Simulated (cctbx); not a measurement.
# Accept or mend?

Cell a = 8.2650 Å, b = 8.2650 Å, c = 13.8440 Å, α = 90.00°, β = 90.00°, γ = 120.00°; space group P-6m2 (no. 187). The compound is RbBa14Al.

The data are simulated with cctbx, not measured: Cu Kα, λ = 1.54184 Å, to d = 0.83 Å, 70 % of the full sphere, strongest reflection 70000 counts, noise from counting, a 2 % proportional error and a noise floor of 15 counts (s.d.); no absorption.

An anisotropic refinement with weights 1/σ² prints:

```text
Rint 0.020, 640 unique reflections to 0.83 A
cycle     R1     wR2    GooF  max shift (A)
   1  0.1232  0.2923  17.082   0.01892
   2  0.0682  0.1770  10.346   0.00027
final R1 0.0681 wR2 0.1770 GooF 10.346  parameters 21  data/parameter 30.5
atom        x        y        z      Ueq    occ   su(xyz)  su(Uiso or U11)
Rb1    0.66667  0.33333  0.74138  -0.0048  1.000  0.00026  0.0016  NPD
Ba1    0.65867  0.82933  0.77022   0.0083  1.000  0.00045  0.0011
Ba2    0.49216  0.50784  0.50000   0.0095  1.000  0.00023  0.0015
Ba3    0.49892  0.50108  0.00000   0.0085  1.000  0.00029  0.0013
Ba4    0.00000  0.00000  0.50000   0.0390  1.000  0.00000  0.0032
Al1    0.00000  0.00000  0.00000   0.0111  1.000  0.00000  0.0064  NPD
difference map: max 7.10 min -4.04 rms 0.59
Q1    0.6667  0.3333  0.2500    2    7.10  0.12 A from Rb1
Q2    0.3333  0.6667  0.2495    2    6.84  2.34 A from Ba1
Q3    0.0172  0.5086  0.5000    3    4.17  0.01 A from Ba2
Q4    0.0106  0.5053  0.0000    3    4.02  0.06 A from Ba3
Q5    0.2563  0.1282  0.2518    6    3.09  2.22 A from Ba1
Q6    0.0000  0.0000  0.2535    2    2.24  2.47 A from Ba1
```

Q: Accept it or mend it, and why?

Mend it. The fault: elements exchanged: Ba4 is Rb and Rb1 is Ba. Against the right model at the same level, R1 goes from 0.0070 to 0.0681 and GooF from 0.93 to 10.35, U of Rb1 shrinks from 0.0137 to -0.0048 Å², U of Ba4 swells from 0.0173 to 0.0390 Å², the top difference peak, 7.1 e/Å³, lies on Rb1 and Rb1 and Al1 go non-positive-definite. Ba4 has 19 electrons too many and its U swells to shed them, as expected; Rb1 has 19 electrons too few and its U shrinks to make up, as expected.

The compound is RbBa14Al. The right model at the same level gives:

```text
Rint 0.020, 640 unique reflections to 0.83 A
cycle     R1     wR2    GooF  max shift (A)
   1  0.0089  0.0212   1.237   0.00142
   2  0.0070  0.0160   0.933   0.00000
final R1 0.0070 wR2 0.0160 GooF 0.933  parameters 21  data/parameter 30.5
atom        x        y        z      Ueq    occ   su(xyz)  su(Uiso or U11)
Ba1    0.66667  0.33333  0.74232   0.0137  1.000  0.00002  0.0002
Ba2    0.65827  0.82913  0.77059   0.0090  1.000  0.00004  0.0001
Ba3    0.49319  0.50681  0.50000   0.0091  1.000  0.00003  0.0001
Ba4    0.50018  0.49982  0.00000   0.0078  1.000  0.00003  0.0001
Rb1    0.00000  0.00000  0.50000   0.0173  1.000  0.00000  0.0003
Al1    0.00000  0.00000  0.00000   0.0185  1.000  0.00000  0.0009
Flack x: 0.012(9)
Hooft y: -0.006(8)  Bijvoet pairs: 284
difference map: max 0.22 min -0.30 rms 0.06
Q1    0.6667  0.3333  0.4537    2    0.22  2.56 A from Ba3
Q2    0.0000  0.0000  0.1909    2    0.22  2.50 A from Ba2
Q3    0.2374  0.4747  0.1227    6    0.22  1.76 A from Ba2
Q4    0.6667  0.3333  0.0000    1    0.21  2.38 A from Ba4
Q5    0.1040  0.5520  0.4726    6    0.21  0.75 A from Ba3
Q6    0.1581  0.3163  0.0000    3    0.20  2.26 A from Al1
```

This is a model crystal, built by substitution and not relaxed, with assumed displacement parameters.

[Middle refinement cycles are left out of these outputs.]

[Logs are printed without paths, hosts, clocks, repeated set-up lines and the standing remarks that a program may print on its own settings, such as how far it seeks lower states.]
